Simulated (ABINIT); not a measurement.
## KF (Carobbiite): G0W0 in ABINIT against the plane-wave cutoff

Wanted: the cheapest plane-wave cutoff that holds the gap of KF (Carobbiite).

Method: LDA and many-body steps on it, plane waves, in ABINIT 10.8.3.

Report form: the programs' logs are mostly left out.

## (1) The structure

Symmetry: Fm-3m, No. 225, cubic system. The conventional cell has a = 5.344 Å, b = 5.344 Å, c = 5.344 Å, α = 90.00°, β = 90.00°, γ = 90.00°. Nearest to K lie 6 F at 2.67 Å. Nearest to F lie 6 K at 2.67 Å. Farther neighbours and most contacts between anions are not listed.

As a file:

```cif
data_structure
_symmetry_space_group_name_H-M 'Fm-3m'
_symmetry_Int_Tables_number 225
_cell_length_a 5.3437
_cell_length_b 5.3437
_cell_length_c 5.3437
_cell_angle_alpha 90.000
_cell_angle_beta 90.000
_cell_angle_gamma 90.000
_cell_volume 152.59
loop_
_atom_site_label
_atom_site_type_symbol
_atom_site_symmetry_multiplicity
_atom_site_Wyckoff_symbol
_atom_site_fract_x
_atom_site_fract_y
_atom_site_fract_z
_atom_site_occupancy
K1 K 4 a 0.00000 0.00000 0.00000 1
F1 F 4 b 0.50000 0.00000 0.00000 1
```

The cell and positions come from the Crystallography Open Database and are kept as given unless a step says otherwise.

## (2) Empty states on the mesh, 4×4×4 mesh, 102 bands

This step: ABINIT 10.8.3; DFT, LDA, plane waves, norm-conserving pseudopotentials.

The sums over transitions need many empty states on a uniform mesh; this step solves for them.

Contents of run.abi:

```
acell 3*1.0 Angstrom
rprim 
  -0.000000000000 2.671850000000 2.671850000000
  2.671850000000 -0.000000000000 2.671850000000
  2.671850000000 2.671850000000 0.000000000000
ntypat 2
znucl 19 9
natom 2
typat 1 2
xred 
  0.000000000000 0.000000000000 0.000000000000
  0.500000000000 0.500000000000 0.500000000000
pp_dirpath "pseudos"
pseudos "K.upf, F.upf"
ecut 36
ngkpt 4 4 4
nshiftk 1
shiftk 0 0 0
kptopt 1
chksymbreak 0
irdden 1
istwfk *1
nband 102
prtvol 0
optdriver 6
gwr_task "HDIAGO"
paral_kgb 0
occopt 1
indata_prefix "in"
outdata_prefix "out"
tmpdata_prefix "tmp"
```

Command:

```bash
$ OMP_NUM_THREADS=1 mpirun -n 4 abinit run.abi > log
```

Run time: 31 s. Hardware: 4 MPI ranks of Arm Neoverse V1, shared host; peak memory 1.8 GiB; 2 min of CPU time.

Numbers from this step:

| Item | Value |
| --- | --- |
| gap | 5.821 eV |
| k of the valence top | 0, 0, 0 |
| k of the conduction bottom | 0, 0, 0 |
| least direct gap | 5.821 eV |
| k points computed | 8 |
| lowest point of the top converged band, above the valence top | 93.5193 eV |

On this mesh the gap is 5.821 eV.

The density comes from a self-consistent run that is not shown.

## (3) Empty states on the mesh, 4×4×4 mesh, 33 bands

Edit run.abi of step 2 so:

```diff
@@ -14,3 +14,3 @@
 pseudos "K.upf, F.upf"
-ecut 36
+ecut 22
 ngkpt 4 4 4
@@ -20,10 +20,10 @@
 chksymbreak 0
+iscf -2
 irdden 1
 istwfk *1
-nband 102
+nband 33
+nbdbuf 4
+tolwfr 1e-09
+nstep 60
 prtvol 0
-optdriver 6
-gwr_task "HDIAGO"
-paral_kgb 0
-occopt 1
 indata_prefix "in"
```

Elapsed: 2.8 s, on 4 MPI ranks; peak memory 0.07 GiB; 11 s of CPU time.

Numbers from this step:

```yaml
gap: 5.777 eV
k_of_the_valence_top: 0, 0, 0
k_of_the_conduction_bottom: 0, 0, 0
least_direct_gap: 5.777 eV
k_points_computed: 8
lowest_point_of_the_top_converged_band_above_the_valence_top: 33.40 eV
```

On this mesh the gap is 5.777 eV.

## (4) Empty states on the mesh, 4×4×4 mesh, 33 bands

Edit run.abi of step 3 so:

```diff
@@ -14,3 +14,3 @@
 pseudos "K.upf, F.upf"
-ecut 22
+ecut 29
 ngkpt 4 4 4
```

The job ended after 3.8 s (4 MPI ranks; peak memory 0.24 GiB).

This step gave:

```yaml
gap: 5.826 eV
k_of_the_valence_top: 0, 0, 0
k_of_the_conduction_bottom: 0, 0, 0
least_direct_gap: 5.826 eV
k_points_computed: 8
lowest_point_of_the_top_converged_band_above_the_valence_top: 33.41 eV
```

On this mesh the gap is 5.826 eV.

## (5) Empty states on the mesh, 4×4×4 mesh, 33 bands

Edit run.abi of step 4 so:

```diff
@@ -14,3 +14,3 @@
 pseudos "K.upf, F.upf"
-ecut 29
+ecut 45
 ngkpt 4 4 4
```

Elapsed: 6.1 s, on 4 MPI ranks; peak memory 0.27 GiB.

Numbers from this step:

```
gap                                                           : 5.821 eV
k of the valence top                                          : 0, 0, 0
k of the conduction bottom                                    : 0, 0, 0
least direct gap                                              : 5.821 eV
k points computed                                             : 8
lowest point of the top converged band, above the valence top : 33.40 eV
```

On this mesh the gap is 5.821 eV.

## (6) Screening, 4×4×4 mesh, 29 bands, screening to 106.1 eV

The RPA dielectric matrix is built and inverted for each q.

This step: RPA screening on LDA, plane waves, norm-conserving pseudopotentials.

Edit run.abi of step 5 so:

```diff
@@ -14,3 +14,3 @@
 pseudos "K.upf, F.upf"
-ecut 45
+ecut 22
 ngkpt 4 4 4
@@ -20,10 +20,11 @@
 chksymbreak 0
-iscf -2
-irdden 1
 istwfk *1
-nband 33
-nbdbuf 4
-tolwfr 1e-09
-nstep 60
-prtvol 0
+occopt 1
+irdwfk 1
+optdriver 3
+nband 29
+ecuteps 3.9
+inclvkb 2
+awtr 1
+symchi 1
 indata_prefix "in"
```

Run time: 4.3 s. Hardware: 4 MPI ranks; peak memory 0.37 GiB.

This step gave:

- ε∞ with local fields, on this mesh, along the program's q direction: 1.941
- the same without local fields: 2.137
- plasma frequency: 24.05 eV
- plane waves in the screening matrix: 113

Local fields lower ε∞ by 9 %. On a Γ-centred mesh this coarse the value itself is usually too large, while a short band sum pulls it down.

## (7) 22 Ha

This step: G0W0 on LDA, plane waves, norm-conserving pseudopotentials.

Edit run.abi of step 6 so:

```diff
@@ -23,8 +23,15 @@
 irdwfk 1
-optdriver 3
+optdriver 4
 nband 29
+gwcalctyp 0
+ecutsigx 22
+symsigma 1
+nkptgw 1
+kptgw 
+  0.0000000000 0.0000000000 0.0000000000
+bdgw 
+  6 12
 ecuteps 3.9
-inclvkb 2
-awtr 1
-symchi 1
+irdscr 1
+ppmodel 1
 indata_prefix "in"
```

The job ended after 2.5 s (4 MPI ranks; peak memory 0.1 GiB; 9.6 s of CPU time).

Numbers from this step:

| Quantity | Value |
| --- | --- |
| G0W0 gap on the points computed | 9.856 eV |
| starting gap on the mesh | 5.777 eV |
| k of the valence top | 0, 0, 0 |
| k of the conduction bottom | 0, 0, 0 |
| Z at the valence top | 0.81 |
| Z at the conduction bottom | 0.898 |
| least direct G0W0 gap on the computed points | 9.856 eV |

## (8) Screening, 4×4×4 mesh, 29 bands, screening to 106.1 eV

This step: RPA screening on LDA, plane waves, norm-conserving pseudopotentials.

Edit run.abi of step 7 so:

```diff
@@ -14,3 +14,3 @@
 pseudos "K.upf, F.upf"
-ecut 22
+ecut 29
 ngkpt 4 4 4
@@ -23,15 +23,8 @@
 irdwfk 1
-optdriver 4
+optdriver 3
 nband 29
-gwcalctyp 0
-ecutsigx 22
-symsigma 1
-nkptgw 1
-kptgw 
-  0.0000000000 0.0000000000 0.0000000000
-bdgw 
-  6 12
 ecuteps 3.9
-irdscr 1
-ppmodel 1
+inclvkb 2
+awtr 1
+symchi 1
 indata_prefix "in"
```

Elapsed: 4.5 s, on 4 MPI ranks; peak memory 0.38 GiB.

Numbers from this step:

```
ε∞ with local fields, on this mesh, along the program's q direction : 1.934
the same without local fields                                       : 2.130
plasma frequency                                                    : 24.05 eV
plane waves in the screening matrix                                 : 113
```

## (9) 29 Ha

The self-energy is evaluated for the states that the input lists, and the levels follow from it, in one-shot runs by the linearised quasiparticle equation.

This step: G0W0 on LDA, plane waves, norm-conserving pseudopotentials.

Edit run.abi of step 8 so:

```diff
@@ -23,8 +23,15 @@
 irdwfk 1
-optdriver 3
+optdriver 4
 nband 29
+gwcalctyp 0
+ecutsigx 29
+symsigma 1
+nkptgw 1
+kptgw 
+  0.0000000000 0.0000000000 0.0000000000
+bdgw 
+  6 12
 ecuteps 3.9
-inclvkb 2
-awtr 1
-symchi 1
+irdscr 1
+ppmodel 1
 indata_prefix "in"
```

Wall time 2.6 s (4 MPI ranks); peak memory 0.12 GiB; 9.9 s of CPU time.

Numbers from this step:

```
G0W0 gap on the points computed              : 9.918 eV
starting gap on the mesh                     : 5.826 eV
k of the valence top                         : 0, 0, 0
k of the conduction bottom                   : 0, 0, 0
Z at the valence top                         : 0.805
Z at the conduction bottom                   : 0.898
least direct G0W0 gap on the computed points : 9.918 eV
```

The gap on the mesh goes from 5.83 eV to 9.92 eV, a correction of +4.09 eV.

## (10) Screening, 4×4×4 mesh, 29 bands, screening to 106.1 eV

This step: RPA screening on LDA, plane waves, norm-conserving pseudopotentials.

Edit run.abi of step 9 so:

```diff
@@ -14,3 +14,3 @@
 pseudos "K.upf, F.upf"
-ecut 29
+ecut 36
 ngkpt 4 4 4
@@ -23,15 +23,8 @@
 irdwfk 1
-optdriver 4
+optdriver 3
 nband 29
-gwcalctyp 0
-ecutsigx 29
-symsigma 1
-nkptgw 1
-kptgw 
-  0.0000000000 0.0000000000 0.0000000000
-bdgw 
-  6 12
 ecuteps 3.9
-irdscr 1
-ppmodel 1
+inclvkb 2
+awtr 1
+symchi 1
 indata_prefix "in"
```

The job ended after 4.3 s (4 MPI ranks; peak memory 0.42 GiB).

Numbers from this step:

```
ε∞ with local fields, on this mesh, along the program's q direction : 1.934
the same without local fields                                       : 2.129
plasma frequency                                                    : 24.05 eV
plane waves in the screening matrix                                 : 113
```

## (11) 36 Ha

This step: G0W0 on LDA, plane waves, norm-conserving pseudopotentials.

Edit run.abi of step 10 so:

```diff
@@ -23,8 +23,15 @@
 irdwfk 1
-optdriver 3
+optdriver 4
 nband 29
+gwcalctyp 0
+ecutsigx 36
+symsigma 1
+nkptgw 1
+kptgw 
+  0.0000000000 0.0000000000 0.0000000000
+bdgw 
+  6 12
 ecuteps 3.9
-inclvkb 2
-awtr 1
-symchi 1
+irdscr 1
+ppmodel 1
 indata_prefix "in"
```

It took 2.8 s on 4 MPI ranks; peak memory 0.14 GiB; 11 s of CPU time.

This step gave:

```
G0W0 gap on the points computed              : 9.927 eV
starting gap on the mesh                     : 5.821 eV
k of the valence top                         : 0, 0, 0
k of the conduction bottom                   : 0, 0, 0
least direct G0W0 gap on the computed points : 9.927 eV
```

Against the run before, the gap moves by +0.009 eV.

## (12) Screening, 4×4×4 mesh, 29 bands, screening to 106.1 eV

This step: RPA screening on LDA, plane waves, norm-conserving pseudopotentials.

Edit run.abi of step 11 so:

```diff
@@ -14,3 +14,3 @@
 pseudos "K.upf, F.upf"
-ecut 36
+ecut 45
 ngkpt 4 4 4
@@ -23,15 +23,8 @@
 irdwfk 1
-optdriver 4
+optdriver 3
 nband 29
-gwcalctyp 0
-ecutsigx 36
-symsigma 1
-nkptgw 1
-kptgw 
-  0.0000000000 0.0000000000 0.0000000000
-bdgw 
-  6 12
 ecuteps 3.9
-irdscr 1
-ppmodel 1
+inclvkb 2
+awtr 1
+symchi 1
 indata_prefix "in"
```

Elapsed: 5.4 s, on 4 MPI ranks; peak memory 0.49 GiB; 21 s of CPU time.

Numbers from this step:

| Item | Value |
| --- | --- |
| ε∞ with local fields, on this mesh, along the program's q direction | 1.934 |
| the same without local fields | 2.129 |
| plasma frequency | 24.05 eV |
| plane waves in the screening matrix | 113 |

## (13) 45 Ha

This step: G0W0 on LDA, plane waves, norm-conserving pseudopotentials.

Edit run.abi of step 12 so:

```diff
@@ -23,8 +23,15 @@
 irdwfk 1
-optdriver 3
+optdriver 4
 nband 29
+gwcalctyp 0
+ecutsigx 45
+symsigma 1
+nkptgw 1
+kptgw 
+  0.0000000000 0.0000000000 0.0000000000
+bdgw 
+  6 12
 ecuteps 3.9
-inclvkb 2
-awtr 1
-symchi 1
+irdscr 1
+ppmodel 1
 indata_prefix "in"
```

It took 3 s on 4 MPI ranks; peak memory 0.18 GiB; 12 s of CPU time.

This step gave:

```yaml
g0w0_gap_on_the_points_computed: 9.932 eV
starting_gap_on_the_mesh: 5.821 eV
k_of_the_valence_top: 0, 0, 0
k_of_the_conduction_bottom: 0, 0, 0
least_direct_g0w0_gap_on_the_computed_points: 9.932 eV
```

Against the run before, the gap moves by +0.005 eV.

## (14) Side by side

Times are wall times on 4 MPI ranks of Arm Neoverse V1, shared host, good to a factor of about two. A run's time includes the screening step that it read.

```
  run   mesh  bands  screening cutoff (eV)  DFT gap (eV)  gap on the mesh (eV)  direct (eV)  ε∞ used   time
22 Ha  4×4×4     29                  106.1         5.777                 9.856        9.856     1.94  6.8 s
29 Ha  4×4×4     29                  106.1         5.826                 9.918        9.918     1.93    7 s
36 Ha  4×4×4     29                  106.1         5.821                 9.927        9.927     1.93  7.1 s
45 Ha  4×4×4     29                  106.1         5.821                 9.932        9.932     1.93  8.4 s
```

## (15) Summary of results

```yaml
22_ha: 9.856 eV
29_ha: 9.918 eV
36_ha: 9.927 eV
45_ha: 9.932 eV
known_limits: not at the basis limit; coarse k mesh
```

In words: The setting moved: plane-wave cutoff. From 22 Ha to 45 Ha the gap moves by +0.08 eV. It holds to 0.03 eV from 29 Ha on. Bands and screening cutoff are coupled, so a series along one setting does not show full convergence. Bands and cutoff are finite, so the gap is not at the basis limit. The miss can reach some tenths of an eV and take either sign; the mesh is an error of its own. In the first G0W0 run levels were corrected at 1 k point alone, so a gap called «on the mesh» is the least over those, and an edge elsewhere would be missed. The 4×4×4 mesh is coarse for this cell, which bears on the long-range parts of exchange and screening.

[Paths, hosts, dates, memory and timing lines, banners, echoed tables and standing remarks are left out of the program output.]

[Logs are printed without paths, hosts, clocks, repeated set-up lines and the standing remarks that a program may print on its own settings, such as how far it seeks lower states.]

[Runs of the session that timed out or met a known fault of the program may be left out.]

[No measured gap is set beside runs whose start may be inverted or whose files or cutoffs have a known fault.]

[Hosts, paths, dates, database ids (printed as entryN), source tags and the programs' standing remarks are cut or masked in the printed files.]

[G0W0 gaps are taken among the corrected bands and points alone; a level outside them can change the order at an edge.]

[Where Ansatz stands beside ABINIT at settings called matched, ABINIT's density can come from a denser mesh and the files from another edition; pairs whose starting gaps differed by over 0.03 eV were left out, so agreement reads better than it is.]
